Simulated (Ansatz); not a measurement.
**Sensitivity of the G0W0 gap of SiO2 (I-42d)**

Aim: change settings of a G0W0 run on SiO2 (I-42d) and see what moves.

Calculated with Ansatz 0.2.0; G0W0 on LDA, plane waves, PAW; PAW set soft_1.

Most raw output is cut from this account.

### Step 1. Starting point

The structure is tetragonal, space group I-42d (No. 122). The conventional cell has a = 4.748 Å, b = 4.748 Å, c = 7.488 Å, α = 90.00°, β = 90.00°, γ = 90.00°. Nearest to Si lie 4 O at 1.62 Å. Nearest to O lie 2 Si at 1.62 Å. Farther neighbours and most contacts between anions are not listed.

The cell and positions come from the Crystallography Open Database and are kept as given unless a step says otherwise.

### Step 2. The base run: 4×4×4 mesh, 191 empty bands, screening to 100 eV, PAW set soft_1 files

Now the one-shot GW correction: screening in the RPA, then the self-energy of the levels asked for. This step takes PAW set soft_1 files.

Input file input.yaml:

```yaml
crystal:
  lattice:
    - [-2.37405, 2.37405, 3.744]
    - [2.37405, -2.37405, 3.744]
    - [2.37405, 2.37405, -3.744]
  atoms:
    - { symbol: Si, position: [0.0, 0.0, 0.0] }
    - { symbol: Si, position: [0.75, 0.25, 0.5] }
    - { symbol: O, position: [0.99838, 0.625, 0.87338] }
    - { symbol: O, position: [0.375, 0.24838, 0.37338] }
    - { symbol: O, position: [0.75162, 0.125, 0.12662] }
    - { symbol: O, position: [0.875, 0.00162, 0.62662] }
kpoints:
  mp_grid: { grid: [4, 4, 4] }
hamiltonian:
  xc: lda
  pseudopotentials: { kind: paw, azcp: { folder: soft_1 }, xc_functional: pbe }
scf:
  occupations: { method: fixed }
gw:
  n_empty_bands: 191
  ecut_chi: 100
  qp_bands: [v2, c2]
  qp_kpoints: band_edges
  screening: { model: contour_deformation }
```

Run with:

```sh
> ansatz run input.yaml --threads 3 --pin off --max-ram 92160MiB --backend cuda --events-out ev --progress --plain --runs-dir out --devices 1 --max-vram 13GiB
```

Elapsed: 11 s, on 1 × NVIDIA H100 80GB HBM3 (shared by 6 runs) with 3 threads of AMD EPYC 7R13 (Zen 3), shared host; peak memory 1.2 GiB; 10 s of CPU time.

Numbers from this step:

```yaml
bands_summed: 207
rpa_eps_infinity_on_this_mesh_eigenvalues: 2.260, 2.260, 2.323
plane_waves_in_the_screening_matrix: 179
q_points_in_the_mesh: 64
g0w0_gap_on_the_mesh: 8.885 eV
k_of_the_valence_top: 0, 0, 0
k_of_the_conduction_bottom: 0, 0, 0
starting_gap_on_the_mesh: 5.822 eV
z_at_the_valence_top: 0.8045
z_at_the_conduction_bottom: 0.8690
least_direct_g0w0_gap_on_the_computed_points: 8.885 eV
```

The gap on the mesh goes from 5.82 eV to 8.88 eV, a correction of +3.06 eV. Between the two edge states, bare exchange in place of the xc potential would open the gap by 10.63 eV, and correlation takes back 7.57 eV.

### Step 3. Variant: potentials

Other atomic data (norm-conserving) test the pseudisation: the cutoff goes from 420 to 1142.88 eV, with the same valence electrons.

This step: G0W0 on LDA, plane waves, norm-conserving pseudopotentials.

input.yaml, as its differences from that of step 2:

```diff
@@ -16,3 +16,3 @@
   xc: lda
-  pseudopotentials: { kind: paw, azcp: { folder: soft_1 }, xc_functional: pbe }
+  pseudopotentials: { kind: nc }
 scf:
```

It took 25 s on 1 × NVIDIA H100 80GB HBM3 (shared by 6 runs) with 3 threads; peak memory 1.5 GiB; 38 s of CPU time.

The G0W0 gap on the mesh is 8.954 eV.

Against the base:

| setting | base | variant |
| --- | --- | --- |
| files | PAW set soft_1 | norm-conserving |

| quantity | variant | base |
| --- | --- | --- |
| starting gap on the mesh | 5.861 | 5.822 |
| G0W0 gap on the mesh | 8.954 | 8.885 |
| least direct G0W0 gap on the computed points | 8.954 | 8.885 |
| Z at the valence top | 0.805 | 0.804 |
| Z at the conduction bottom | 0.869 | 0.869 |

### Step 4. Variant: potentials

This step: G0W0 on LDA, plane waves, PAW.

input.yaml, as its differences from that of step 3:

```diff
@@ -16,3 +16,3 @@
   xc: lda
-  pseudopotentials: { kind: nc }
+  pseudopotentials: { kind: paw, source: ansatz }
 scf:
```

Wall time 37 s (1 × NVIDIA H100 80GB HBM3 (shared by 6 runs) with 3 threads); peak memory 1.4 GiB.

The G0W0 gap on the mesh is 8.904 eV.

Against the base:

| setting | base | variant |
| --- | --- | --- |
| files | PAW set soft_1 | hard PAW |

| quantity | variant | base |
| --- | --- | --- |
| starting gap on the mesh | 5.826 | 5.822 |
| G0W0 gap on the mesh | 8.904 | 8.885 |
| least direct G0W0 gap on the computed points | 8.904 | 8.885 |
| Z at the valence top | 0.805 | 0.804 |
| Z at the conduction bottom | 0.869 | 0.869 |

### Step 5. Variant: frequency model

A plasmon pole stands in for the full frequency dependence of the screening; this run shows what that costs in accuracy.

This step: G0W0 on LDA, plane waves, PAW; PAW set soft_1.

input.yaml, as its differences from that of step 4:

```diff
@@ -16,3 +16,3 @@
   xc: lda
-  pseudopotentials: { kind: paw, source: ansatz }
+  pseudopotentials: { kind: paw, azcp: { folder: soft_1 }, xc_functional: pbe }
 scf:
@@ -24,2 +24,2 @@
   qp_kpoints: band_edges
-  screening: { model: contour_deformation }
+  screening: { model: godby_needs }
```

Run time: 15 s. Hardware: 1 × NVIDIA H100 80GB HBM3 (shared by 6 runs) with 3 threads; peak memory 1.3 GiB; 24 s of CPU time.

The G0W0 gap on the mesh is 8.871 eV.

Against the base:

| setting | base | variant |
| --- | --- | --- |
| frequency model | contour deformation | plasmon pole |

| quantity | variant | base |
| --- | --- | --- |
| starting gap on the mesh | 5.822 | 5.822 |
| G0W0 gap on the mesh | 8.871 | 8.885 |
| least direct G0W0 gap on the computed points | 8.871 | 8.885 |
| Z at the valence top | 0.812 | 0.804 |
| Z at the conduction bottom | 0.872 | 0.869 |

### Step 6. Summary of results

| Item | Value |
| --- | --- |
| base | 8.88 eV, 11 s |
| potentials | 8.95 eV, 25 s |
| potentials | 8.90 eV, 37 s |
| frequency model | 8.87 eV, 15 s |

**Reading.** Potentials: the gap moves by +0.07 eV and the time by a factor of 2.3 (the plane-wave cutoff goes from 420 to 1142.88 eV). Potentials: the gap moves by +0.02 eV and the time by a factor of 3.4 (the plane-wave cutoff goes from 420 to 930 eV). Frequency model: the gap moves by −0.01 eV. All runs here use a coarse mesh and modest cutoffs; they test settings and are not final values.

[Paths, hosts, dates, memory and timing lines, banners, echoed tables and standing remarks are left out of the program output.]

[Logs are printed without paths, hosts, clocks, repeated set-up lines and the standing remarks that a program may print on its own settings, such as how far it seeks lower states.]

[Runs of the session that timed out or met a known fault of the program may be left out.]

[Cells called generated may have been cut or substituted from an entry of the Crystallography Open Database or the Materials Project.]

[Hosts, paths, dates, database ids (printed as entryN), source tags and the programs' standing remarks are cut or masked in the printed files.]
